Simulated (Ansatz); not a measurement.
**Ta2NF2 monolayer: phonons and vibrational spectra**

Task: relax Ta2NF2 monolayer, then find its harmonic phonons.

Program: Ansatz 0.2.0. Level of theory: DFT PBE, scalar-relativistic, plane waves, PAW; PAW set soft_1. Results are calculated unless marked as measured.

Most raw output is cut from this account.

## 1. The structure

The cell holds 5 atoms: 1 N, 2 Ta and 2 F. Cell: a = 3.100 Å, b = 3.100 Å, c = 20.000 Å, α = 90.0°, β = 90.0°, γ = 120.0°. Vacuum lies along c.

Coordinates:

```
N Ta F
1.0
     3.10000    0.00000    0.00000
    -1.55000    2.68468    0.00000
     0.00000    0.00000   20.00000
N Ta F
1 2 2
Direct
  0.00000 0.00000 0.50000
  0.33333 0.66667 0.56000
  0.66667 0.33333 0.44000
  0.66667 0.33333 0.61750
  0.33333 0.66667 0.38250
```

## 2. Rough relaxation

A rough relaxation comes first, because large forces or stress need no tight tolerances yet.

The program solves this slab on a cell height of its own, 33.2 Å, in place of the one typed.

Contents of input.yaml:

```yaml
crystal:
  lattice:
    - [3.1, 0.0, 0.0]
    - [-1.55, 2.68468, 0.0]
    - [0.0, 0.0, 20.0]
  atoms:
    - { symbol: "N", position: [0.0, 0.0, 0.5] }
    - { symbol: Ta, position: [0.333333, 0.666667, 0.56] }
    - { symbol: Ta, position: [0.666667, 0.333333, 0.44] }
    - { symbol: F, position: [0.666667, 0.333333, 0.6175] }
    - { symbol: F, position: [0.333333, 0.666667, 0.3825] }
  periodic: [true, true, false]
kpoints:
  mp_grid: { grid: [9, 9, 1] }
hamiltonian:
  xc: pbe
  pseudopotentials: { kind: paw, azcp: { folder: soft_1 } }
scf:
  occupations: { method: gaussian, width: 0.1 }
output:
  forces: true
  stress: true
  eigenvalues: true
relax:
  adjacent_minimum: "off"
  f_tol: 0.05
  max_steps: 80
  cell: { stress_2d_tol: 0.02 }
```

On the command line:

```
> ansatz run input.yaml --threads 8 --pin off --max-ram 16384MiB --backend cpu --events-out ev --progress --plain --runs-dir out
```

Wall time 13 s (8 threads of Arm Neoverse V2, shared host); peak memory 0.86 GiB.

This run has no spin polarisation although its electron count is odd.

Relaxation path:

```
step  energy less that of the first step (eV)  largest force component (eV/Å)  volume (Å³)
   1                                   0.0000                          3.7532       276.31
   2                                  -1.0229                          2.5680       285.27
   3                                  -1.0375                          3.7564       298.14
   4                                  -1.4856                          0.4197       304.42
   5                                  -1.5256                          0.1881       311.55
   6                                  -1.5299                          0.0173       312.57
   7                                  -1.5300                          0.0094       312.48
  8*                                  -1.5703                          0.0085       312.48
   9                                  -1.5715                          0.0193       314.48
  10                                  -1.5713                          0.0083       314.94
  11                                  -1.5713                          0.0003       314.96
 12*                                  -1.5723                          0.0002       314.96
```

Relaxation steps marked * repeat the geometry before them on a plane-wave basis chosen anew for their cell, so energy and pressure can jump there.

Forces are held to the 12 operations that the run works with; a distortion that breaks them can't arise in this run.

```
cell as run  before  after  change
      a (Å)   3.100  3.310  +6.8 %
      b (Å)   3.100  3.310  +6.8 %
```

The atoms that moved most (Å, along periodic axes as changes of fractional coordinates times the final cell, across vacuum about the mean position):

```
atom     dx     dy      dz  length
 Ta2  0.000  0.000  -0.214   0.214
 Ta3  0.000  0.000   0.214   0.214
  F5  0.000  0.000   0.038   0.038
  F4  0.000  0.000  -0.038   0.038
```

Final coordinates:

```cif
data_structure
_symmetry_space_group_name_H-M 'P 1'
_symmetry_Int_Tables_number 1
_cell_length_a 3.3097
_cell_length_b 3.3097
_cell_length_c 33.2000
_cell_angle_alpha 90.000
_cell_angle_beta 90.000
_cell_angle_gamma 120.000
_cell_volume 314.96
loop_
_atom_site_label
_atom_site_type_symbol
_atom_site_fract_x
_atom_site_fract_y
_atom_site_fract_z
_atom_site_occupancy
N1 N 0.00000 0.00000 0.30120 1
Ta2 Ta 0.33333 0.66667 0.33091 1
Ta3 Ta 0.66667 0.33333 0.27150 1
F4 F 0.66667 0.33333 0.37085 1
F5 F 0.33333 0.66667 0.23156 1
```

This step gave:

| Quantity | Value |
| --- | --- |
| gap on the k-mesh | 0 eV |
| area per atom | 1.897 Å² |

The relaxation ends with a largest force component of 2.3e-4 eV/Å.

## 3. Bringing the structure to rest

The cell and atoms are relaxed, since residual forces and stress would shift the frequencies.

Contents of input.yaml:

```yaml
crystal:
  lattice:
    - [3.3097461191, 0.0, 0.0]
    - [-1.6548730595, 2.8663242192, 0.0]
    - [0.0, 0.0, 33.2]
  atoms:
    - { symbol: "N", position: [0.0, 0.0, 0.3012048193] }
    - { symbol: Ta, position: [0.3333333333, 0.6666666667, 0.3309086786] }
    - { symbol: Ta, position: [0.6666666667, 0.3333333333, 0.27150096] }
    - { symbol: F, position: [0.6666666667, 0.3333333333, 0.3708507736] }
    - { symbol: F, position: [0.3333333333, 0.6666666667, 0.231558865] }
  periodic: [true, true, false]
kpoints:
  mp_grid: { grid: [12, 12, 1] }
hamiltonian:
  xc: pbe
  pseudopotentials: { kind: paw, azcp: { folder: soft_1 } }
scf:
  occupations: { method: gaussian, width: 0.1 }
output:
  forces: true
  stress: true
  eigenvalues: true
  write_density: true
  write_potential: true
  elf: true
  volumetric_format: npy
relax:
  adjacent_minimum: "off"
  f_tol: 0.005
  max_steps: 80
  cell: { stress_2d_tol: 0.02 }
```

Wall time 9.1 s (8 threads); peak memory 0.92 GiB; 65 s of CPU time.

The steps of the relaxation:

```
step  energy less that of the first step (eV)  largest force component (eV/Å)  volume (Å³)
   1                                   0.0000                          0.0770       314.96
   2                                   0.0002                          0.2075       313.20
   3                                  -0.0011                          0.0098       313.96
   4                                  -0.0012                          0.0008       313.83
  5*                                  -0.0007                          0.0009       313.83
```

Relaxation steps marked * repeat the geometry before them on a plane-wave basis chosen anew for their cell, so energy and pressure can jump there. Relaxation step 2 was tried and not accepted.

The run keeps the 12 symmetry operations that it works with, so distortions that break them were not tested.

```
cell as run  before  after  change
      a (Å)   3.310  3.304  -0.2 %
      b (Å)   3.310  3.304  -0.2 %
```

The relaxed structure:

```xyz
5
Lattice="3.3038 0.0000 0.0000 -1.6519 2.8612 0.0000 0.0000 0.0000 33.2000" Properties=species:S:1:pos:R:3
N     0.0000    0.0000   10.0000
Ta    0.0000    1.9074   10.9903
Ta    1.6519    0.9537    9.0097
F     1.6519    0.9537   12.3213
F     0.0000    1.9074    7.6787
```

Numbers from this step:

```yaml
area_per_atom: 1.891 Å²
```

Electrostatic potential energy in the ac plane at fractional y = 0.333, with atoms of Ta and F within 0.2 Å of it. With pseudopotentials it is smooth inside the atoms' cores, unlike the true potential.

Ten even steps from '_' (-32 eV) to '@' (0 eV), each cell a mean:
```
@@@@@@@@@@@@@@@@@@@@@@@@@@@@@@@@@@
@@@@@@@@@@@@@@@@@@@@@@@@@@@@@@@@@@
@@@@@@@@@@@@@@@@@@@@@@@@@@@@@@@@@@
@@@@@@@@@@@@@@@@@@@@@@@@@@@@@@@@@@
@@@@@@@@@@@@@@@@@@@@@@@@@@@@@@@@@@
@@@@@@@@@@@@@@@@@@@@@@@@@@@@@@@@@@
@@@@@@@@@@@@@@@@@@@@@@@@@@@@@@@@@@
@@@@@@@@@@@@@@@@@@@@@@@@@@@@@@@@@@
@@@@@@@@@@@@@@@@@@@@@@@@@@@@@@@@@@
@@@@@@@@@@@@@@@@@@@@@@@@@@@@@@@@@@
@@@@@@@@@@@@@@@@@@@@@@@@@@@@@@@@@@
@@@@@@@@@@@@@@@@@@@@@@@@@@@@@@@@@@
@@@@@@@@@@@@@@@@@@@@@@@@@@@@@@@@@@
@@@@@@@@@@@@@@@@@@@@@@@@@@@@@@@@@@
@@@@@@@@@@@@@@@@%%**++++++++**%%@@
****++++++**####**==========++####
****++++++**********++++++++******
**##%%%%####++::________________--
%%@@@@@@@@@@%%%%%%############%%%%
@@@@@@@@@@@@@@@@@@@@@@@@@@@@@@@@@@
@@@@@@@@@@@@@@@@@@@@@@@@@@@@@@@@@@
@@@@@@@@@@@@@@@@@@@@@@@@@@@@@@@@@@
@@@@@@@@@@@@@@@@@@@@@@@@@@@@@@@@@@
@@@@@@@@@@@@@@@@@@@@@@@@@@@@@@@@@@
```
Columns run along a (3.3 Å; values clipped at the 3rd and 97th percentile), rows up along c (33.2 Å). Atoms in or near the plane, at fractional coordinates: Ta at (0.67, 0.27), F at (0.67, 0.37).

Valence density in the ac plane at fractional y = 0.333, with atoms of Ta and F within 0.2 Å of it. It is the smooth field of the valence electrons, not physical close to the nuclei.

Ten steps, logarithmic in the rise over the least value, from '_' (0.00 × 1e0 e/Å³) to '@' (4.06 × 1e0 e/Å³), each cell a mean:
```
__________________________________
__________________________________
__________________________________
__________________________________
__________________________________
__________________________________
__________________________________
__________________________________
__________________________________
__________________________________
__________________________________
__________________________________
__________________________________
__________________________________
::..____....::--++##%%@@@@%%**==--
======++========**##@@@@@@%%##++==
++++++**++++++++++++********++++++
============++**%%@@@@@@@@@@@@##**
------==------::::----====----::::
__________________________________
__________________________________
__________________________________
__________________________________
__________________________________
```
Columns run along a (3.3 Å), rows up along c (33.2 Å). Atoms in or near the plane, at fractional coordinates: Ta at (0.67, 0.27), F at (0.67, 0.37).

ELF in the ac plane at fractional y = 0.333, with atoms of Ta and F within 0.2 Å of it. It is the smooth field of the valence electrons, not physical close to the nuclei.

Ten even steps from '0' (0.00) to '9' (0.70), each cell a mean:
```
00000000000000000
00000000000000000
00000000000000000
00000000000000000
00000000000000000
00000000000000000
00000000000000000
00000000000000000
00000000000000000
00000000000000000
00000000000000000
00000000000000000
00000000000000000
00000000000000000
20000125789999874
12232224677777653
34444433345555433
22232225898669974
24555421112221111
00000000000000000
00000000000000000
00000000000000000
00000000000000000
00000000000000000
```
Columns run along a (3.3 Å), rows up along c (33.2 Å). Atoms in or near the plane, at fractional coordinates: Ta at (0.67, 0.27), F at (0.67, 0.37).

## 4. Tight relaxation

Phonons need a cell at rest on their own settings, so the relaxation is repeated with tight tolerances on forces and stress on the k mesh and occupations of the first response run.

input.yaml, the sections that differ from step 3:

```yaml
crystal:
  lattice:
    - [3.3037724206, 0.0, 0.0]
    - [-1.6518862103, 2.8611508446, 0.0]
    - [0.0, 0.0, 33.2]
  atoms:
    - { symbol: "N", position: [0.0, 0.0, 0.3012048193] }
    - { symbol: Ta, position: [0.3333333333, 0.6666666667, 0.3310335782] }
    - { symbol: Ta, position: [0.6666666667, 0.3333333333, 0.2713760604] }
    - { symbol: F, position: [0.6666666667, 0.3333333333, 0.3711244743] }
    - { symbol: F, position: [0.3333333333, 0.6666666667, 0.2312851643] }
  periodic: [true, true, false]
scf:
  occupations: { method: methfessel_paxton, width: 0.2 }
relax:
  adjacent_minimum: "off"
  f_tol: 0.001
  max_steps: 60
  cell: { stress_2d_tol: 0.002 }
# kpoints, hamiltonian, output: as in step 3
```

The job ended after 8.4 s (8 threads; peak memory 0.92 GiB).

Little changed from the start: no atom moved by 0.005 Å and no cell edge by 0.1 %.

Numbers from this step:

```
area per atom : 1.889 Å²
```

Electrostatic potential energy in the ac plane at fractional y = 0.333, with atoms of Ta and F within 0.2 Å of it. With pseudopotentials it is smooth inside the atoms' cores, unlike the true potential.

Ten even steps from '0' (-31 eV) to '9' (0 eV), each cell a mean:
```
99999999999999999
99999999999999999
99999999999999999
99999999999999999
99999999999999999
99999999999999999
99999999999999999
99999999999999999
99999999999999999
99999999999999999
99999999999999999
99999999999999999
99999999999999999
99999999999999999
99999999865555689
66555677644444577
66555666665555666
67887752000000003
89999988877777788
99999999999999999
99999999999999999
99999999999999999
99999999999999999
99999999999999999
```
Columns run along a (3.3 Å; values clipped at the 3rd and 97th percentile), rows up along c (33.2 Å). Atoms in or near the plane, at fractional coordinates: Ta at (0.67, 0.27), F at (0.67, 0.37).

Valence density in the ac plane at fractional y = 0.333, with atoms of Ta and F within 0.2 Å of it. It is the smooth field of the valence electrons, not physical close to the nuclei.

Values in units of 1e0 e/Å³, 24 rows by 14 columns, each cell a mean:
```
0.0 0.0 0.0 0.0 0.0 0.0 0.0 0.0 0.0 0.0 0.0 0.0 0.0 0.0
0.0 0.0 0.0 0.0 0.0 0.0 0.0 0.0 0.0 0.0 0.0 0.0 0.0 0.0
0.0 0.0 0.0 0.0 0.0 0.0 0.0 0.0 0.0 0.0 0.0 0.0 0.0 0.0
0.0 0.0 0.0 0.0 0.0 0.0 0.0 0.0 0.0 0.0 0.0 0.0 0.0 0.0
0.0 0.0 0.0 0.0 0.0 0.0 0.0 0.0 0.0 0.0 0.0 0.0 0.0 0.0
0.0 0.0 0.0 0.0 0.0 0.0 0.0 0.0 0.0 0.0 0.0 0.0 0.0 0.0
0.0 0.0 0.0 0.0 0.0 0.0 0.0 0.0 0.0 0.0 0.0 0.0 0.0 0.0
0.0 0.0 0.0 0.0 0.0 0.0 0.0 0.0 0.0 0.0 0.0 0.0 0.0 0.0
0.0 0.0 0.0 0.0 0.0 0.0 0.0 0.0 0.0 0.0 0.0 0.0 0.0 0.0
0.0 0.0 0.0 0.0 0.0 0.0 0.0 0.0 0.0 0.0 0.0 0.0 0.0 0.0
0.0 0.0 0.0 0.0 0.0 0.0 0.0 0.0 0.0 0.0 0.0 0.0 0.0 0.0
0.0 0.0 0.0 0.0 0.0 0.0 0.0 0.0 0.0 0.0 0.0 0.0 0.0 0.0
0.0 0.0 0.0 0.0 0.0 0.0 0.0 0.0 0.0 0.0 0.0 0.0 0.0 0.0
0.0 0.0 0.0 0.0 0.0 0.0 0.0 0.0 0.0 0.0 0.0 0.0 0.0 0.0
0.1 0.0 0.0 0.0 0.0 0.1 0.3 0.9 2.2 3.5 3.0 1.5 0.5 0.2
0.3 0.3 0.4 0.4 0.3 0.3 0.5 1.1 2.6 3.9 3.4 1.8 0.7 0.3
0.5 0.6 0.6 0.6 0.5 0.4 0.4 0.5 0.7 0.8 0.7 0.6 0.4 0.4
0.3 0.2 0.2 0.2 0.3 0.5 1.3 2.8 3.8 3.9 3.9 3.4 2.0 0.8
0.1 0.2 0.2 0.2 0.2 0.1 0.1 0.1 0.2 0.2 0.2 0.2 0.1 0.1
0.0 0.0 0.0 0.0 0.0 0.0 0.0 0.0 0.0 0.0 0.0 0.0 0.0 0.0
0.0 0.0 0.0 0.0 0.0 0.0 0.0 0.0 0.0 0.0 0.0 0.0 0.0 0.0
0.0 0.0 0.0 0.0 0.0 0.0 0.0 0.0 0.0 0.0 0.0 0.0 0.0 0.0
0.0 0.0 0.0 0.0 0.0 0.0 0.0 0.0 0.0 0.0 0.0 0.0 0.0 0.0
0.0 0.0 0.0 0.0 0.0 0.0 0.0 0.0 0.0 0.0 0.0 0.0 0.0 0.0
```
Columns run along a (3.3 Å), rows up along c (33.2 Å). Atoms in or near the plane, at fractional coordinates: Ta at (0.67, 0.27), F at (0.67, 0.37).

ELF in the ac plane at fractional y = 0.333, with atoms of Ta and F within 0.2 Å of it. It is the smooth field of the valence electrons, not physical close to the nuclei.

Ten even steps from '0' (0.00) to '9' (0.70), each cell a mean:
```
00000000000000000
00000000000000000
00000000000000000
00000000000000000
00000000000000000
00000000000000000
00000000000000000
00000000000000000
00000000000000000
00000000000000000
00000000000000000
00000000000000000
00000000000000000
00000000000000000
20000135789999874
12232224677777653
34444433345555433
22232225898669974
24555421112222111
00000000000000000
00000000000000000
00000000000000000
00000000000000000
00000000000000000
```
Columns run along a (3.3 Å), rows up along c (33.2 Å). Atoms in or near the plane, at fractional coordinates: Ta at (0.67, 0.27), F at (0.67, 0.37).

The largest force component left is 0.35 meV/Å, within the tolerances set.

## 5. Modes at Γ

The zone centre comes first: it holds the modes that light can see, as far as symmetry allows. No field response is asked, since the mesh shows no gap.

input.yaml, the sections that differ from step 4:

```yaml
crystal:
  lattice:
    - [3.3022391433, 0.0, 0.0]
    - [-1.6511195716, 2.8598229874, 0.0]
    - [0.0, 0.0, 33.2]
  atoms:
    - { symbol: "N", position: [0.0, 0.0, 0.3012048193] }
    - { symbol: Ta, position: [0.3333333333, 0.6666666667, 0.3310625351] }
    - { symbol: Ta, position: [0.6666666667, 0.3333333333, 0.2713471035] }
    - { symbol: F, position: [0.6666666667, 0.3333333333, 0.3711747579] }
    - { symbol: F, position: [0.3333333333, 0.6666666667, 0.2312348807] }
  periodic: [true, true, false]
output:
  eigenvalues: true
phonons:
  method: dfpt
# kpoints, hamiltonian, scf: as in step 4
# relax: removed
```

The job ended after 66 s (8 threads; peak memory 1.8 GiB; 8.2 min of CPU time).

Numbers from this step:

```
sum-rule residual before enforcement                    : 9.86e-5 eV/Å²
point group                                             : -3m
highest optical mode at the zone centre (no LO-TO term) : 608.5 cm⁻¹
lowest optical zone-centre mode                         : 105.1 cm⁻¹
```

Patterns of degenerate modes are one choice out of their space. Modes at Γ, with each element's share of the kinetic energy:

```
mode  frequency (cm⁻¹)  symmetry  N %  Ta %  F %
   1               0.0  acoustic    3    87    9
   2               0.0  acoustic    3    87    9
   3               0.0  acoustic    3    87    9
   4             105.1        Eg    0    74   26
   5             105.1        Eg    0    74   26
   6             179.7        Eu    0     9   91
   7             179.7        Eu    0     9   91
   8             195.4        Eg    0    26   74
   9             195.4        Eg    0    26   74
  10             228.1       A1g    0    81   19
  11             343.4       A2u    9    12   79
  12             359.2       A1g    0    19   81
  13             425.9       A2u   88     1   12
  14             608.5        Eu   96     4    0
  15             608.5        Eu   96     4    0
```

Displacements in mode 5 (105.1 cm⁻¹), the largest set to 1:
```
N1   0.00  0.00  0.00
Ta2  0.14 -0.54  0.00
Ta3 -0.14  0.54  0.00
F4   0.26 -1.00  0.00
F5  -0.26  1.00  0.00
```

Displacements in mode 11 (343.4 cm⁻¹), the largest set to 1:
```
N1   0.00  0.00  0.55
Ta2  0.00  0.00 -0.13
Ta3  0.00  0.00 -0.13
F4   0.00  0.00  1.00
F5   0.00  0.00  1.00
```

Before it was imposed, the acoustic sum rule was missed by 9.9e-5 eV/Å². Small misses are needed for a sound result but don't prove that mesh and cutoff are converged. The lowest optical mode is real, 105 cm⁻¹.

[end of part 1 of 2]

[Logs are printed without paths, hosts, clocks, repeated set-up lines and the standing remarks that a program may print on its own settings, such as how far it seeks lower states.]

[Hosts, paths, dates, database ids (printed as entryN), source tags and the programs' standing remarks are cut or masked in the printed files.]
